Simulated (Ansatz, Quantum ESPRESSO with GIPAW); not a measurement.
# CdBr2: NMR parameters from first principles, part 2 of 2

Wanted: NMR shieldings and quadrupolar couplings for each site of CdBr2.

Quantum ESPRESSO with GIPAW; PBEsol.

So far. Step 2 (Ground state): It converged in 10 cycles to an estimated accuracy of 5e-11 Ry, on 20 irreducible k-points.

## (3) Magnetic response (continued)

Level of this step: DFT, PBEsol, plane-wave PAW (pslibrary 1.0.0 recipes), scalar-relativistic, GIPAW shieldings (Quantum ESPRESSO with GIPAW).

The f-sum rule is met to 0.0036 of 56.1 (0.006 %). Converged shieldings require that this miss be small, but a small miss does not prove them. gipaw.x warns that with these symmetry operations the susceptibility and the shape term are unreliable; the other terms are not touched. This build smooths some augmentation functions of the files as it reads them, which, it says, moves results; by how much was not measured here.

From the symmetric part of each tensor, with principal values σ11 ≤ σ22 ≤ σ33: σ_iso is their mean, the span is σ33 − σ11 and the skew 3(σ_iso − σ22)/span. (gipaw.x prints an anisotropy in another convention.)

| site | atom no. | atoms in cell | σ_iso (ppm) | span (ppm) | skew |
| --- | --- | --- | --- | --- | --- |
| Cd | 1 | 2 | 3365 | 61 | -1.00 |
| Br(1) | 3 | 2 | 1845 | 107 | -1.00 |
| Br(2) | 5 | 2 | 1824 | 61 | -1.00 |

The macroscopic shape term is switched off. For a spherical sample the valence susceptibility of this run would add about 9 ppm to every site, a rough estimate, since the susceptibility converges slowly and lacks part of the PAW terms, above all in hexagonal and trigonal cells. Differences within the crystal don't depend on it, but shieldings of different compounds can't be compared to better than a few ppm without it.

An axis of order three or more runs through Cd, Br(1) and Br(2), so two principal values coincide and the skew is ±1. In this run the largest span is that of Br(1) (site symmetry 3m), with principal values 1774, 1880 and 1880 ppm.

How the isotropic values are made up (ppm). The core part is that of the free atom's core; bare is the current of the smooth valence states; the last two are what the PAW spheres add to the diamagnetic and the paramagnetic current:

| site | core | bare | reconstruction, dia | reconstruction, para |
| --- | --- | --- | --- | --- |
| Cd | 4798.9 | 67.0 | 90.3 | -1590.9 |
| Br(1) | 2720.2 | 75.9 | 340.6 | -1291.8 |
| Br(2) | 2720.2 | 75.2 | 340.6 | -1312.3 |

## (4) Electric field gradients

81Br has a quadrupole moment, which couples to the field gradient and broadens the lines. The gradient is a property of the ground-state density and needs no response; it is taken from a second code that counts the whole PAW charge. C_Q = eQV_zz/h, with Q = 0.2579 barn for 81Br.

This step: DFT, PBEsol, plane-wave PAW, default files (PAW set soft_2), scalar-relativistic, field gradients (Ansatz 0.2.0), on the same atoms.

input.yaml

```yaml
crystal:
  lattice:
    - [3.985, 0.0, 0.0]
    - [-1.9925, 3.4511112341, 0.0]
    - [0.0, 0.0, 12.561]
  atoms:
    - { symbol: Cd, position: [0.6666666667, 0.3333333333, 0.8749997397] }
    - { symbol: Cd, position: [0.3333333333, 0.6666666667, 0.3749997397] }
    - { symbol: Br, position: [0.0, 0.0, 0.7522455991] }
    - { symbol: Br, position: [0.0, 0.0, 0.2522455991] }
    - { symbol: Br, position: [0.6666666667, 0.3333333333, 0.4977546612] }
    - { symbol: Br, position: [0.3333333333, 0.6666666667, -0.0022453388] }
kpoints:
  mp_grid: { grid: [8, 8, 3] }
scf:
  occupations: { method: fixed }
hamiltonian:
  xc: pbesol
output:
  forces: false
  stress: false
  efg: { quadrupole_moments_barn: { Br: 0.2579 } }
```

Run with:

```console
$ ansatz run input.yaml --threads 4 --pin off --max-ram 8192MiB --backend cpu --events-out ev --progress --plain --runs-dir out
```

What it wrote:

```text
[... set-up, SCF cycles and energies left out ...]
--- PAW observables at the nuclei: V_zz in 10²¹ V/m², potentials from the cell's mean, atoms counted from 1 ---
  atom   1  Cd V_zz =    +1.116605   η = 0.0000   by run symmetry: allowed
  atom   2  Cd V_zz =    +1.116605   η = 0.0000   by run symmetry: allowed
  atom   3  Br V_zz =    -5.449149   η = 0.0000   by run symmetry: allowed   C_q = -33.9809 MHz
  atom   4  Br V_zz =    -5.449149   η = 0.0000   by run symmetry: allowed   C_q = -33.9809 MHz
  atom   5  Br V_zz =    -5.423804   η = 0.0000   by run symmetry: allowed   C_q = -33.8228 MHz
  atom   6  Br V_zz =    -5.423804   η = 0.0000   by run symmetry: allowed   C_q = -33.8228 MHz
[the lines on potentials at the nuclei are left out]
```

Wall time 1.8 s (4 threads of Intel Xeon Platinum 8488C (Sapphire Rapids), shared host); peak memory 0.54 GiB; 5.9 s of CPU time.

The same from gipaw.x, job efg (4.3 s), which warns that it leaves out the neighbours' augmentation charge. V_zz in 10²¹ V/m²:

| site | Ansatz | gipaw.x | η_Q, first | η_Q, second |
| --- | --- | --- | --- | --- |
| Cd | 1.117 | 0.568 | 0.00 | 0.00 |
| Br(1) | -5.449 | -5.417 | 0.00 | 0.00 |
| Br(2) | -5.424 | -5.390 | 0.00 | 0.00 |

Among gradients over 0.05 the ratio is farthest from one on Cd, by 49 %; the first column is used below.

Among nuclei of half-integer spin the second-order effect is largest for 81Br on Br(1) (spin 3/2, C_Q -33.98 MHz): at 9.4 T it moves the centre of gravity of the MAS line by -2454 ppm from δ_iso, and by a quarter of that at twice the field, by δ_Q = −(3/40)(C_Q/ν0)²(1 + η²/3)[I(I+1) − 3/4]/[I²(2I−1)²] × 10⁶ ppm with ν0 = 108.5 MHz. A line so broad is out of reach of MAS and is recorded static.

## (5) From shieldings to shifts

Covalently bonded atoms count as neighbours within 1.18 times the sum of their radii. Otherwise a cation's neighbours lie within 1.2 times its shortest bond (1.3 for large cations, each anion's radius taken off where they differ), and an anion's are the cations that count it.

| site | atom no. | atoms in cell | surroundings | bonds (Å) | σ_iso (ppm) | C_Q (MHz) | η_Q |
| --- | --- | --- | --- | --- | --- | --- | --- |
| Cd | 1 | 2 | CdBr6 | 2.770 | 3365 | - | - |
| Br(1) | 3 | 2 | bound to Cd3 | 2.770 | 1845 | -34.0 | 0.00 |
| Br(2) | 5 | 2 | bound to Cd3 | 2.770 | 1824 | -33.8 | 0.00 |

The 2 Br sites spread over 21 ppm in shielding, from Br(2) (least shielded) to Br(1).

Simulated spectrum: 81Br static powder, 20 T (230.8 MHz), central transition to second order, lines broadened by 56 ppm; the axis counts ppm from the isotropic position of Br(1), as −Δσ; rigid lattice, with dipolar and J couplings and satellite transitions left out.

offset (ppm), intensity and a bar:
```
     1343       0.00 
     1235       0.00 
     1128       0.01 
     1021       0.29 #########
      971       0.71 #####################
      921       0.49 ###############
      814       0.30 #########
      707       0.24 #######
      608       0.21 ######
      500       0.19 ######
      393       0.17 #####
      294       0.16 #####
      186       0.16 #####
       79       0.17 #####
      -29       0.19 ######
     -128       0.19 ######
     -235       0.19 ######
     -342       0.19 ######
     -442       0.19 ######
     -549       0.20 ######
     -656       0.20 ######
     -755       0.21 ######
     -863       0.21 ######
     -970       0.22 #######
    -1078       0.23 #######
    -1177       0.25 #######
    -1284       0.27 ########
    -1392       0.30 #########
    -1491       0.35 ##########
    -1598       0.44 #############
    -1705       0.75 ######################
    -1747       1.00 ##############################
    -1805       0.28 ########
    -1912       0.01 
    -2019       0.00 
    -2118       0.00
```

Most prominent maxima (ppm: height): 971: 0.71, -1747: 1.00.

## (6) Results

| Item | Value |
| --- | --- |
| 113Cd shielding without shape term | 3365 ppm |
| 81Br shielding without shape term | 1824, 1845 ppm |
| 81Br size of C_Q | 33.82, 33.98 MHz |

113Cd has one site (CdBr6), with isotropic shielding 3365 ppm (shape term left out). A shift needs a reference, δ = σ_ref − σ, fixed on measured compounds; for 113Cd of this kind at this level too few were at hand, or they scattered too widely about a line, so none is given. No sound run at another cutoff or mesh is at hand, so convergence rests on the f-sum rule and on experience with these files. The scalar-relativistic files are used with non-relativistic response operators, which weighs most on the heavy atoms' own shieldings. This build of gipaw.x prints that it is not audited and that its numbers are no references by themselves. It also reports spline_ps as false although the input sets it; why was not traced. Without spin-orbit coupling, gradients at and beside the heavy atoms are unsure.

[Banner, clock, file and message-heading lines were taken out of the pw.x and gipaw.x logs.]

[Logs are printed without paths, hosts, clocks, repeated set-up lines and the standing remarks that a program may print on its own settings, such as how far it seeks lower states.]

[Hosts, paths, dates, database ids (printed as entryN), source tags and the programs' standing remarks are cut or masked in the printed files.]

[Where no reference line passes its bar on scatter, no shift is given, so a measured shift of this compound may stand uncompared.]
